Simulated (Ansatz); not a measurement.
# BaPbO3 (model cell, started as cubic perovskite with Pb in the octahedra): following an unstable mode

Which phase does BaPbO3 (model cell, started as cubic perovskite with Pb in the octahedra) fall into along its unstable mode, and how much energy does it gain?

Calculated with Ansatz 0.2.0; DFT PBEsol, scalar-relativistic, plane waves, PAW; PAW set soft_1.

The structure was built from a prototype and need not be the compound's stable phase.

### Step 1. The starting structure

The structure is cubic, space group Pm-3m (No. 221). Conventional cell: a = 4.281 Å, b = 4.281 Å, c = 4.281 Å, α = 90.00°, β = 90.00°, γ = 90.00°. Nearest to Ba lie 12 O at 3.03 Å. Nearest to Pb lie 6 O at 2.14 Å. O has 2 Pb at 2.14 Å and 4 Ba at 3.03 Å nearest. Farther neighbours and most contacts between anions are not listed.

### Step 2. Phonons on a q mesh

The cell comes from relaxations at this level that are not shown. Stability and thermal properties need the whole zone. Linear response on a 4×4×4 q mesh gives force constants as far as a supercell of that size would.

Input file input.yaml:

```yaml
crystal:
  lattice:
    - [4.2810551391, 0.0, 0.0]
    - [0.0, 4.2810551391, 0.0]
    - [0.0, 0.0, 4.2810551391]
  atoms:
    - { symbol: Ba, position: [0.0, 0.0, 0.0] }
    - { symbol: Pb, position: [0.5, 0.5, 0.5] }
    - { symbol: O, position: [0.5, 0.5, 0.0] }
    - { symbol: O, position: [0.5, 0.0, 0.5] }
    - { symbol: O, position: [0.0, 0.5, 0.5] }
kpoints:
  mp_grid: { grid: [8, 8, 8] }
hamiltonian:
  xc: pbesol
  pseudopotentials: { kind: paw, azcp: { folder: soft_1 }, xc_functional: pbe }
scf:
  occupations: { method: methfessel_paxton, width: 0.2 }
output:
  eigenvalues: true
phonons:
  method: dfpt
  qmesh: [4, 4, 4]
  temperatures: { t_max: 1000, t_step: 50 }
  qpath:
    path:
      - [[0.0, 0.0, 0.0], [0.0, 0.5, 0.0], [0.5, 0.5, 0.0], [0.0, 0.0, 0.0], [0.5, 0.5, 0.5], [0.0, 0.5, 0.0]]
      - [[0.5, 0.5, 0.5], [0.5, 0.5, 0.0]]
    npoints: 10
```

Launch:

```
$ ansatz run input.yaml --threads 4 --pin off --max-ram 16384MiB --backend cpu --events-out ev --progress --plain --runs-dir out
```

Numbers of over 12 decimals in the logs are rounded to 6 here.

What it wrote:

```text
Engine: ansatz 0.2.0, aarch64-unknown-linux-gnu
Pseudopotentials: kind: paw
Pseudopotential: Ba, paw, valence charge 10, recommended cutoff 420 eV (normal), soft_1/Ba.paw.azcp
Pseudopotential: Pb, paw, valence charge 14, recommended cutoff 420 eV (normal), soft_1/Pb.paw.azcp
Pseudopotential: O, paw, valence charge 6, recommended cutoff 420 eV (normal), soft_1/O.paw.azcp
Functional definition: PBEsol
  exchange = pbesol_x
  correlation = pbesol_c
Crystal: 5 atoms, lattice volume = 78.461 Å³
Basis set: ecut = 420 eV, 1551 PW (Γ), exchange–correlation on 60×60×60 points (8 copies of the dense FFT grid, shifted against one another)
Bands: 26, of which v1, the nominal top of the filled ones, is band 21 counted from 1 (20 counted from 0)
Symmetry: 48 space group operations
k-points: 35 of 512
Non-local potential: Ba, projectors of the file, l = 0: 3, l = 1: 2, l = 2: 2, l = 3: 2
Non-local potential: Pb, projectors of the file, l = 0: 2, l = 1: 2, l = 2: 2, l = 3: 1
Non-local potential: O, projectors of the file, l = 0: 2, l = 1: 2, l = 2: 1
PAW form: soft (Blöchl's): semilocal exchange-correlation on the pseudo side does not see the compensation charge
PAW frozen core: Ba, regenerated for the run's functional, and the local potential with it (the file was generated under x = pbe(κ = 0.804, μ = 0.219515), c = pbe(β = 0.066725))
PAW frozen core: Pb, regenerated for the run's functional, and the local potential with it (the file was generated under x = pbe(κ = 0.804, μ = 0.219515), c = pbe(β = 0.066725))
PAW frozen core: O, regenerated for the run's functional, and the local potential with it (the file was generated under x = pbe(κ = 0.804, μ = 0.219515), c = pbe(β = 0.066725))
PAW one-centre angular grid: Ba, 194 points (default); XC on 64 Gauss nodes
PAW one-centre angular grid: Pb, 590 points (default); XC on 64 Gauss nodes
PAW one-centre angular grid: O, 110 points (default); XC on 64 Gauss nodes
Initial density: superposition of atomic densities (chi_scale 0.1, normalization cell, long waves kept (reshape's long-wave potential 0.00 eV rms))
Initial wavefunctions: pseudopotential atomic-orbital guess
Functional: x = pbesol(κ = 0.804, μ = 0.123457), c = pbesol(β = 0.046)
SCF iter   1: F=—  HF=-19304.939632 eV  |F-HF|=—  |Δ(HF+E_count)|=         —  Δρ=5.67e-2  dr2=3.60e0  ethr=3.10e-3  ⟨swp⟩=10.7  Hψ=5992  notcnv=0
preconditioner: auto → Resta (q_TF=auto, 2.458 Å⁻¹)  ε∞=4.8  [insulator: Δε(μ)=0.307 eV  Ē_g=13.648 eV  σ=0.200 eV  W_gap=0.63  n_scr=18 (ndim 8)  ℏωp=26.5 eV  f_vac=0.000  D(μ)=0.30/eV (n_scr^D=0)  ε∞_Penn≈4.8]
SCF iter   2: F=—  HF=-19304.046749 eV  |F-HF|=—  |Δ(HF+E_count)|=   8.93e-1  S|Δr|=    0.00e0  Δρ=3.21e-2  dr2=1.32e0  ethr=3.10e-3  ⟨swp⟩=3.8  Hψ=1927  notcnv=0  defer=31
SCF iter   3: F=—  HF=-19303.526392 eV  |F-HF|=—  |Δ(HF+E_count)|=   5.20e-1  S|Δr|=    0.00e0  Δρ=8.18e-3  dr2=8.00e-2  ethr=3.10e-3  ⟨swp⟩=4.2  Hψ=1755  notcnv=0  defer=31
SCF iter   4: F=—  HF=-19303.498131 eV  |F-HF|=—  |Δ(HF+E_count)|=   2.83e-2  S|Δr|=    0.00e0  Δρ=1.89e-3  dr2=2.66e-3  ethr=1.90e-4  ⟨swp⟩=3.4  Hψ=2088  notcnv=0  defer=32
SCF iter   5: F=—  HF=-19303.498125 eV  |F-HF|=—  |Δ(HF+E_count)|=   5.50e-6  S|Δr|=    0.00e0  Δρ=3.60e-4  dr2=1.24e-4  ethr=6.33e-6  ⟨swp⟩=2.6  Hψ=1545  notcnv=0  defer=31
SCF iter   6: F=—  HF=-19303.498115 eV  |F-HF|=—  |Δ(HF+E_count)|=   9.83e-6  S|Δr|=    0.00e0  Δρ=7.75e-5  dr2=3.54e-6  ethr=2.95e-7  ⟨swp⟩=2.7  Hψ=1755  notcnv=0  defer=31
SCF iter   7: F=—  HF=-19303.498121 eV  |F-HF|=—  |Δ(HF+E_count)|=   5.41e-6  S|Δr|=    0.00e0  Δρ=1.95e-5  dr2=2.82e-7  ethr=8.43e-9  ⟨swp⟩=2.2  Hψ=1512  notcnv=0  defer=31
SCF iter   8: F=—  HF=-19303.498121 eV  |F-HF|=—  |Δ(HF+E_count)|=   2.98e-7  S|Δr|=    0.00e0  Δρ=4.59e-6  dr2=1.93e-8  ethr=6.73e-10  ⟨swp⟩=2.0  Hψ=1355  notcnv=0  defer=31
SCF iter   9: F=—  HF=-19303.498121 eV  |F-HF|=—  |Δ(HF+E_count)|=   2.60e-8  S|Δr|=    0.00e0  Δρ=1.31e-6  dr2=1.48e-9  ethr=4.60e-11  ⟨swp⟩=2.5  Hψ=1740  notcnv=0  defer=31
SCF iter  10: F=—  HF=-19303.498121 eV  |F-HF|=—  |Δ(HF+E_count)|=  6.91e-11  S|Δr|=    0.00e0  Δρ=4.16e-7  dr2=8.10e-11  ethr=3.51e-12  ⟨swp⟩=2.1  Hψ=1555  notcnv=0  defer=31
SCF iter  11: F=-19303.498121 eV  HF=-19303.498121 eV  |F-HF|=3.64e-12  |Δ(HF+E_count)|=  1.09e-11  S|Δr|=    0.00e0  Δρ=6.86e-8  dr2=2.37e-12  ethr=1.00e-12  ⟨swp⟩=18.3  Hψ=7062  notcnv=0
SCF 1 converged in 11 iterations: F = -19303.498121 eV  dr2 = 2.37e-12
  greatest PAW one-centre occupation: 0.986 electrons in one spin orbital (limit 2), on the Pb atom at site 1 (counted from 0), in its partial waves of l = 2
Initial density: read from a saved state, or passed on in memory by an earlier SCF of this step, an earlier step, the calling program or the single point that the run made first
iter 1 solved again at ethr=6.15e-7 eV; its pass at ethr=3.10e-3 eV (dr2=2.58e-4 eV) is discarded
SCF iter   1: F=—  HF=-19303.498118 eV  |F-HF|=—  |Δ(HF+E_count)|=         —  Δρ=2.30e-6  dr2=1.75e-9  ethr=6.15e-7  ⟨swp⟩=3.5  Hψ=7894  notcnv=0
eigensolver tolerance schedule: the retry pair's looser diagonalisation over-reported the residual by 147337.85 of it (diagonalisation noise at an unbounded share of the residual, at the tolerance the schedule requests for it); recorded, not acted on — ethr = c·dr2/N_el stays at c = 1.0e-1
preconditioner: auto → Kerker (q_TF=auto, 2.458 Å⁻¹)  [metal: Δε(μ)=0.001 eV  Ē_g=15.630 eV  σ=0.200 eV  W_gap=0.01  n_scr=18 (ndim 8)  ℏωp=27.2 eV  f_vac=0.000  D(μ)=1.01/eV (n_scr^D=6)]
SCF iter   2: F=—  HF=-19303.498121 eV  |F-HF|=—  |Δ(HF+E_count)|=   3.29e-6  S|Δr|=    0.00e0  Δρ=1.13e-6  dr2=2.82e-10  ethr=4.17e-12  ⟨swp⟩=5.1  Hψ=2943  notcnv=0
SCF iter   3: F=—  HF=-19303.498121 eV  |F-HF|=—  |Δ(HF+E_count)|=  5.82e-11  S|Δr|=    0.00e0  Δρ=7.45e-7  dr2=1.38e-10  ethr=1.00e-12  ⟨swp⟩=1.2  Hψ=922  notcnv=0
SCF iter   4: F=—  HF=-19303.498121 eV  |F-HF|=—  |Δ(HF+E_count)|=  3.27e-11  S|Δr|=    0.00e0  Δρ=3.80e-7  dr2=4.68e-11  ethr=1.00e-12  ⟨swp⟩=1.1  Hψ=915  notcnv=0
SCF iter   5: F=—  HF=-19303.498121 eV  |F-HF|=—  |Δ(HF+E_count)|=  3.64e-12  S|Δr|=    0.00e0  Δρ=3.00e-7  dr2=3.02e-11  ethr=1.00e-12  ⟨swp⟩=1.1  Hψ=926  notcnv=0
SCF iter   6: F=—  HF=-19303.498121 eV  |F-HF|=—  |Δ(HF+E_count)|=  3.64e-12  S|Δr|=    0.00e0  Δρ=2.06e-7  dr2=1.41e-11  ethr=1.00e-12  ⟨swp⟩=1.2  Hψ=923  notcnv=0
SCF iter   7: F=-19303.498121 eV  HF=-19303.498121 eV  |F-HF|=7.28e-12  |Δ(HF+E_count)|=  7.28e-12  S|Δr|=    0.00e0  Δρ=5.83e-8  dr2=1.13e-12  ethr=1.00e-12  ⟨swp⟩=6.3  Hψ=3172  notcnv=0
SCF 2 converged in 7 iterations: F = -19303.498121 eV  dr2 = 1.13e-12
phonons: the bands overlap, so this run is a metal and interpolates without the dipole-dipole term. If the crystal is really an insulator or semiconductor, its LO-TO splitting is missing
NSCF: frozen V_eff on 35 k-points
NSCF: frozen V_eff on 125 k-points
DFPT response loops at q = (0, 0, 0) (fractional): preconditioner auto → Kerker (q_TF=auto, 2.458 Å⁻¹) (partly filled bands, converged f_vac=0.000); β = 1.00, the filter's whole step (`scf.mixing.beta` (0.50) is not read by the response loops under this deck's `scf.mixing.preconditioner`; to damp them name `kerker` or `kerker_dos`, under which they read `scf.mixing.beta`, and type it under 1.00, their step now; both keys bind the ground state too); Broyden in place of MSR1
NSCF: frozen V_eff on 400 k-points
DFPT response loops at q = (0, 0, 0.25) (fractional): mixed as the last ones told, above
NSCF: frozen V_eff on 250 k-points
DFPT response loops at q = (0, 0, -0.5) (fractional): mixed as the last ones told, above
NSCF: frozen V_eff on 640 k-points
DFPT response loops at q = (0, 0.25, 0.25) (fractional): mixed as the last ones told, above
NSCF: frozen V_eff on 400 k-points
DFPT response loops at q = (0, 0.25, -0.5) (fractional): mixed as the last ones told, above
NSCF: frozen V_eff on 250 k-points
DFPT response loops at q = (0, -0.5, -0.5) (fractional): mixed as the last ones told, above
NSCF: frozen V_eff on 1024 k-points
DFPT response loops at q = (0.25, 0.25, 0.25) (fractional): mixed as the last ones told, above
NSCF: frozen V_eff on 640 k-points
DFPT response loops at q = (0.25, 0.25, -0.5) (fractional): mixed as the last ones told, above
NSCF: frozen V_eff on 400 k-points
DFPT response loops at q = (0.25, -0.5, -0.5) (fractional): mixed as the last ones told, above
NSCF: frozen V_eff on 250 k-points
DFPT response loops at q = (-0.5, -0.5, -0.5) (fractional): mixed as the last ones told, above
SCF converged after 11 iterations
Stability not checked: this state was not tested for a lower state beside it, because cold or Methfessel-Paxton smearing, or corrected tetrahedra, fill the levels in a way that the test cannot read (fill_not_monotonic; see scf.lower_state_search)
Free energy (F): -19303.498121 eV
Harris-Foulkes:  -19303.498121 eV  (|F-HF|=3.64e-12)
Internal energy: -19303.509131 eV  (E = F + TS)
E sigma→0 (E₀):  -19303.500874 eV
Entropy (-TS):   0.011009 eV (2.202 meV/atom)
Fermi energy:    9.134061 eV
--- Per-component energies (eV) ---
  E_band       = -15.323754
  E_kinetic    = 958.980775
  E_local      = -2322.965442  (includes V_loc(G=0)·N_el)
  E_nonlocal   = 567.517973
  E_hartree    = 888.825932
  E_xc         = -608.539649
  E_vxc        = -533.905308  (∫ρ·V_xc dr)
  E_paw        = -15836.631384  (= ΣΔE_a)
  E_vpaw       = -462.605780  (= ΣTr[D̂ρ^β])
  E_aug_tail   = 0.002234  (compensation charges beyond the density's cutoff)
  E_ewald      = -2951.019041
  E_core_change = 0.319471  (= ΣΔE_core)
  E_smearing   = 0.011009  (= −TS)
  E_closure    = 0.000000  (closes the sum)
  Σ components = -19303.498121   (vs F -19303.498121, Δ=0.00e0)
--- Band table (eV; the first three rows and the last of 35) ---
  k-point 0: bands = [... 17 lower, 8.1491, 8.1491, 8.5168, 8.5168, 8.5168, 13.8035, 13.8035, 15.5004, ... 1 higher]
  k-point 1: bands = [... 17 lower, 8.1202, 8.1202, 8.4848, 8.4848, 8.9871, 14.0243, 14.0326, 15.7892, ... 1 higher]
  k-point 2: bands = [... 17 lower, 8.0626, 8.0626, 8.4094, 8.4094, 10.3012, 14.5672, 14.6167, 16.2366, ... 1 higher]
  k-point 34: bands = [... 17 lower, 9.0651, 9.0651, 9.1352, 9.1352, 13.9135, 13.9135, 13.9135, 15.8999, ... 1 higher]
--- Phonons (Γ-DFPT): 4 representative perturbations + reference (Σ response iterations 13) ---
  ASR residual: 4.663e-5 → 0.000e0 eV/Å²; symmetrization residual: 1.010e-6 eV/Å²
  ASR residual per site (eV/Å²): 1.21e-6 1.35e-6 4.66e-5 4.66e-5 4.66e-5
  Γ frequencies (cm⁻¹): 0.00 0.00 0.00 44.04 44.04 44.04 83.25 83.25 83.25 130.94 130.94 130.94 564.34 564.34 564.34
--- Phonons (arbitrary-q DFPT): 10 irreducible q on the 4×4×4 mesh ---
  q = [0.0000, 0.0000, 0.0000] (star 1, of the zone-centre solve; hermiticity 1.15e-7, symmetrization 1.92e-12): -0.00 0.00 0.00 44.04 44.04 44.04 83.25 83.25 83.25 130.94 130.94 130.94 564.34 564.34 564.34
  q = [0.0000, 0.0000, 0.2500] (star 6, 9 solved perturbations in 1560 linear systems a pass and spin channel, the states on 200 of 512 k-point pairs; hermiticity 2.70e-7, symmetrization 1.36e-12): 40.24 40.24 59.88 59.88 78.71 102.07 102.07 110.73 125.25 130.52 130.52 222.61 568.16 568.16 579.01
  q = [0.0000, 0.0000, -0.5000] (star 3, 9 solved perturbations in 975 linear systems a pass and spin channel, the states on 125 of 512 k-point pairs; hermiticity 1.26e-7, symmetrization 5.31e-13): 52.50 52.50 72.47 72.47 99.59 120.58 120.58 131.22 131.22 135.00 161.43 282.16 572.02 572.02 591.26
  q = [0.0000, 0.2500, 0.2500] (star 12, 9 solved perturbations in 2460 linear systems a pass and spin channel, the states on 320 of 512 k-point pairs; hermiticity 1.65e-7, symmetrization 1.53e-13): -80.03 35.87 51.64 76.12 77.70 97.10 116.53 124.20 132.11 162.94 168.76 264.71 501.39 572.10 626.68
  q = [0.0000, 0.2500, -0.5000] (star 12, 15 solved perturbations on 200 of 512 k-point pairs; hermiticity 2.03e-7, symmetrization 1.37e-14): -108.48 51.83 57.89 64.51 87.47 111.47 131.45 135.44 146.01 174.53 196.12 285.99 468.10 575.99 635.82
  q = [0.0000, -0.5000, -0.5000] (star 3, 9 solved perturbations in 975 linear systems a pass and spin channel, the states on 125 of 512 k-point pairs; hermiticity 9.90e-8, symmetrization 9.40e-14): -150.22 27.51 27.51 60.67 97.27 136.14 136.14 142.10 142.10 208.81 208.81 292.64 310.38 579.83 642.34
  q = [0.2500, 0.2500, 0.2500] (star 8, 4 solved perturbations in 1376 linear systems a pass and spin channel, the states on 512 of 512 k-point pairs; hermiticity 1.21e-7, symmetrization 2.25e-13): -99.26 -62.26 -62.26 56.67 56.67 73.53 141.93 148.71 148.71 195.12 195.12 270.90 503.84 503.84 646.45
  q = [0.2500, 0.2500, -0.5000] (star 12, 9 solved perturbations in 2460 linear systems a pass and spin channel, the states on 320 of 512 k-point pairs; hermiticity 1.78e-7, symmetrization 5.69e-13): -125.05 -93.47 -68.70 61.26 63.55 66.84 147.61 149.68 183.02 206.11 215.13 274.94 451.51 506.96 652.70
  q = [0.2500, -0.5000, -0.5000] (star 6, 9 solved perturbations in 1560 linear systems a pass and spin channel, the states on 200 of 512 k-point pairs; hermiticity 1.65e-7, symmetrization 2.15e-13): -157.67 -113.92 -113.92 63.82 63.82 65.68 150.33 184.54 184.54 226.15 226.15 268.53 316.06 493.27 656.45
  q = [-0.5000, -0.5000, -0.5000] (star 1, 4 solved perturbations in 350 linear systems a pass and spin channel, the states on 125 of 512 k-point pairs; hermiticity 2.88e-8, symmetrization 1.02e-13): -163.44 -163.44 -163.44 65.58 65.58 65.58 189.91 189.91 189.91 240.92 240.92 240.92 319.77 319.77 658.29
  sum rule: each row above includes the acoustic sum rule's correction from the zone centre's row sums; it moved no ω² by more than (0.89 cm⁻¹)²
  mesh force constants: q→R imaginary residual 1.21e-18; ASR residual 4.663e-5 → 0.000e0 eV/Å²; symmetrization residual 1.066e-14 eV/Å²
  interpolated dispersion: 62 rows × 15 modes
  density of states and harmonic sums: on the 16×16×16 q-mesh, interpolated from the force constants of a 4×4×4 supercell (no non-analytic term)
  largest difference from the sums on the solved wave vectors: F 7.51e-2 eV, S 9.08e-5 and C_V 2.16e-5 eV/K
  zero-point energy: 0.185082 eV/cell   skipped modes (ω ≤ 0): 251, of them read as no rigid motion or as one in doubt: 248 (1.552e0 modes/cell left out, lowest -163.44 cm⁻¹)   left out of the sums: 1.03e-1 of the cell's modes: C_V's classical limit lies that fraction below 3 k_B per atom; for a crystal, a wire or a layer, F and S can be off by more, and a phonons.interpolated_qmesh denser along its periods is the remedy for the sampling
```

Elapsed: 13 min, on 4 threads of Arm Neoverse V1, shared host; peak memory 2.7 GiB.

In the SCF lines HF is the Harris–Foulkes energy and dr2 the Hartree energy of the density residual, in eV; the loop may stop once dr2 is under the threshold and the program's other checks hold. Hψ counts applications of the Hamiltonian.

Numbers from this step:

```
volume per atom                                         : 15.69 Å³
gap on the k-mesh                                       : 0 eV
sum-rule residual before enforcement                    : 4.66e-5 eV/Å²
lowest frequency on the path                            : -163.4 cm⁻¹
point group                                             : m-3m
highest frequency on the path or at a solved wavevector : 659.7 cm⁻¹
highest optical mode at the zone centre (no LO-TO term) : 564.3 cm⁻¹
lowest optical zone-centre mode                         : 44.04 cm⁻¹
lowest mode on the q mesh (acoustic modes at Γ apart)   : -163.4 cm⁻¹
```

Frequencies (cm⁻¹) solved at each irreducible wavevector; negative means imaginary. Frequencies by wavevector, by row:

| q in reciprocal lattice units | star | mode 1 | mode 2 | mode 3 | mode 4 | mode 13 | mode 14 | mode 15 |
| --- | --- | --- | --- | --- | --- | --- | --- | --- |
| 0 0 0 | 1 | 0 | 0 | 0 | 44 | 564.3 | 564.3 | 564.3 |
| 0 0 0.25 | 6 | 40.2 | 40.2 | 59.9 | 59.9 | 568.2 | 568.2 | 579 |
| 0 0 -0.5 | 3 | 52.5 | 52.5 | 72.5 | 72.5 | 572 | 572 | 591.3 |
| 0 0.25 0.25 | 12 | -80 | 35.9 | 51.6 | 76.1 | 501.4 | 572.1 | 626.7 |
| 0 0.25 -0.5 | 12 | -108.5 | 51.8 | 57.9 | 64.5 | 468.1 | 576 | 635.8 |
| 0 -0.5 -0.5 | 3 | -150.2 | 27.5 | 27.5 | 60.7 | 310.4 | 579.8 | 642.3 |
| 0.25 0.25 0.25 | 8 | -99.3 | -62.3 | -62.3 | 56.7 | 503.8 | 503.8 | 646.5 |
| 0.25 0.25 -0.5 | 12 | -125 | -93.5 | -68.7 | 61.3 | 451.5 | 507 | 652.7 |
| 0.25 -0.5 -0.5 | 6 | -157.7 | -113.9 | -113.9 | 63.8 | 316.1 | 493.3 | 656.5 |
| -0.5 -0.5 -0.5 | 1 | -163.4 | -163.4 | -163.4 | 65.6 | 319.8 | 319.8 | 658.3 |

Interpolated from a 4×4×4 q mesh. The phonon branches at the labelled points (cm⁻¹):

| point | branch 1 | branch 2 | branch 3 | branch 4 | branch 12 | branch 13 | branch 14 | branch 15 |
| --- | --- | --- | --- | --- | --- | --- | --- | --- |
| Γ | 0 | 0 | 0 | 44 | 131 | 564 | 564 | 564 |
| halfway | 40 | 40 | 60 | 60 | 223 | 568 | 568 | 579 |
| X | 52 | 52 | 72 | 72 | 282 | 572 | 572 | 591 |
| halfway | -108 | 52 | 58 | 64 | 286 | 468 | 576 | 636 |
| M | -150 | 28 | 28 | 61 | 293 | 310 | 580 | 642 |
| halfway | -80 | 36 | 52 | 76 | 265 | 501 | 572 | 627 |
| Γ | 0 | 0 | 0 | 44 | 131 | 564 | 564 | 564 |
| halfway | -99 | -62 | -62 | 57 | 271 | 504 | 504 | 646 |
| R | -163 | -163 | -163 | 66 | 241 | 320 | 320 | 658 |
| halfway | -125 | -94 | -69 | 61 | 275 | 452 | 507 | 653 |
| X | 52 | 52 | 72 | 72 | 282 | 572 | 572 | 591 |
| jump to R | -163 | -163 | -163 | 66 | 241 | 320 | 320 | 658 |
| halfway | -158 | -114 | -114 | 64 | 268 | 316 | 493 | 656 |
| M | -150 | 28 | 28 | 61 | 293 | 310 | 580 | 642 |

Symmetry leaves 10 wavevectors to solve. The lowest mode among them, the acoustic zeros apart, lies at q = (-0.5, -0.5, -0.5) and is imaginary, 163.4i cm⁻¹, so the energy falls along it.

[end of part 1 of 3]

[Logs are printed without paths, hosts, clocks, repeated set-up lines and the standing remarks that a program may print on its own settings, such as how far it seeks lower states.]

[Hosts, paths, dates, database ids (printed as entryN), source tags and the programs' standing remarks are cut or masked in the printed files.]
